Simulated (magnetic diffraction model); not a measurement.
# TiCrAgO4 below its ordering temperature

Space group P2_1/c (no. 14), a = 6.8980 Å, b = 5.2300 Å, c = 9.6760 Å, β = 90.58°.

| site | atom | x | y | z |
| --- | --- | --- | --- | --- |
| 4e | Ag | 0.7449 | 0.4928 | 0.6414 |
| 4e | Cr | 0.2485 | 0.4802 | 0.6751 |
| 2c | Ti | 0 | 1/2 | 0 |
| 2d | Ti | 1/2 | 0 | 1/2 |
| 4e | O | 0.5543 | 0.6803 | 0.3857 |
| 4e | O | 0.9572 | 0.8176 | 0.8851 |
| 4e | O | 0.2573 | 0.7868 | 0.6208 |
| 4e | O | 0.2484 | 0.4575 | 0.8604 |

This is a made-up structure (elements placed in a structure type, unrelaxed), so the numbers test the method and describe no known phase.

Only Cr is taken to order (form factors of Cr3+); orders and moment sizes are assumed, and not adapted to the symmetry. Radiation: neutrons of λ = 1.8 Å, 8° to 40°; isotropic B of 0.27 Å² (Ag), 0.34 Å² (Cr), 0.38 Å² (Ti) and 0.38 Å² (O). Simulated constant-wavelength pattern: nuclear and magnetic terms add, the magnetic one as |2.695 fm × Σ f S⊥ exp(2πi Q·r) exp(−B s²)|², summed over all Q at one angle with the factor 1/(sin²θ cos θ). For collinear order S is the moment m, which repeats by lattice and centring translations R with the sign exp(−2πi k·R). Free-ion form factors, Sears's scattering lengths of 1992, no absorption; a label names one of the reflections at its angle. The strongest nuclear line in the range is 100, and lines under 0.2 are left out.

Above the ordering temperature:

```csv
2θ (°),index,I
21.44,(0 0 2),31.1
22.56,(0 1 1),97.0
24.94,(1 1 0),0.8
26.14,(1 0 -2),0.2
26.39,(1 0 2),0.3
27.14,(1 1 -1),8.8
27.26,(1 1 1),10.2
29.36,(0 1 2),14.4
30.25,(2 0 0),100.0
33.02,(1 1 -2),0.4
37.20,(2 0 -2),0.3
37.57,(2 0 2),2.3
37.98,(2 1 -1),19.9
38.16,(2 1 1),15.7
38.28,(0 1 3),3.1
```

Below it (cell unchanged):

```csv
2θ (°),I
21.44,35.0
22.56,107.2
24.94,1.4
26.14,12.0
26.39,0.3
27.14,38.4
27.26,26.9
29.36,14.6
30.25,109.2
33.02,0.5
37.20,3.1
37.57,2.5
37.98,22.4
38.16,17.3
38.28,10.1
```

**Question.** Find the propagation vector, then choose among these models:
A. collinear moments along [111], 2.6 μB on Cr; signs + at (0.2485, 0.4802, 0.6751), + at (0.2485, 0.0198, 0.1751), + at (0.7515, 0.5198, 0.3249), + at (0.7515, 0.9802, 0.8249)
B. collinear moments along [101], 2.6 μB on Cr; signs + at (0.2485, 0.4802, 0.6751), − at (0.2485, 0.0198, 0.1751), − at (0.7515, 0.5198, 0.3249), + at (0.7515, 0.9802, 0.8249)
C. collinear moments along [101], 2.6 μB on Cr; signs + at (0.2485, 0.4802, 0.6751), + at (0.2485, 0.0198, 0.1751), + at (0.7515, 0.5198, 0.3249), + at (0.7515, 0.9802, 0.8249)
D. collinear moments along [111], 2.6 μB on Cr; signs + at (0.2485, 0.4802, 0.6751), − at (0.2485, 0.0198, 0.1751), − at (0.7515, 0.5198, 0.3249), + at (0.7515, 0.9802, 0.8249)

No line moves, and magnetic intensity falls on nuclear lines such as the one at 27.14°, so the magnetic cell equals the chemical primitive cell: k = 0.

Magnetic intensity, observed (below minus above) and for each model:

| 2θ (°) | index | observed | A | B | C | D |
| --- | --- | --- | --- | --- | --- | --- |
| 10.68 | (0 0 1) | <0.2 | <0.2 | 41.4 | <0.2 | 55.2 |
| 22.56 | (0 1 1) | 10.2 | 9.0 | 0.2 | 10.2 | 0.1 |
| 24.94 | (1 1 0) | 0.6 | 0.6 | 40.1 | 0.6 | 36.2 |
| 26.14 | (1 0 -2) | 11.8 | 12.0 | <0.2 | 11.8 | <0.2 |
| 27.14 | (1 1 -1) | 29.6 | 27.0 | 0.5 | 29.6 | 0.4 |
| 27.26 | (1 1 1) | 16.7 | 16.2 | 0.3 | 16.7 | 0.2 |
| 29.36 | (0 1 2) | 0.2 | 0.2 | 12.5 | 0.2 | 12.2 |
| 30.25 | (2 0 0) | 9.2 | 10.0 | <0.2 | 9.2 | <0.2 |

Model C matches.

The absence at (0 0 1) is telling: the sublattices cancel there.

The structure used: k = (0 0 0), collinear moments along [101], 2.6 μB on Cr; signs + at (0.2485, 0.4802, 0.6751), + at (0.2485, 0.0198, 0.1751), + at (0.7515, 0.5198, 0.3249), + at (0.7515, 0.9802, 0.8249).

[Logs are printed without paths, hosts, clocks, repeated set-up lines and the standing remarks that a program may print on its own settings, such as how far it seeks lower states.]
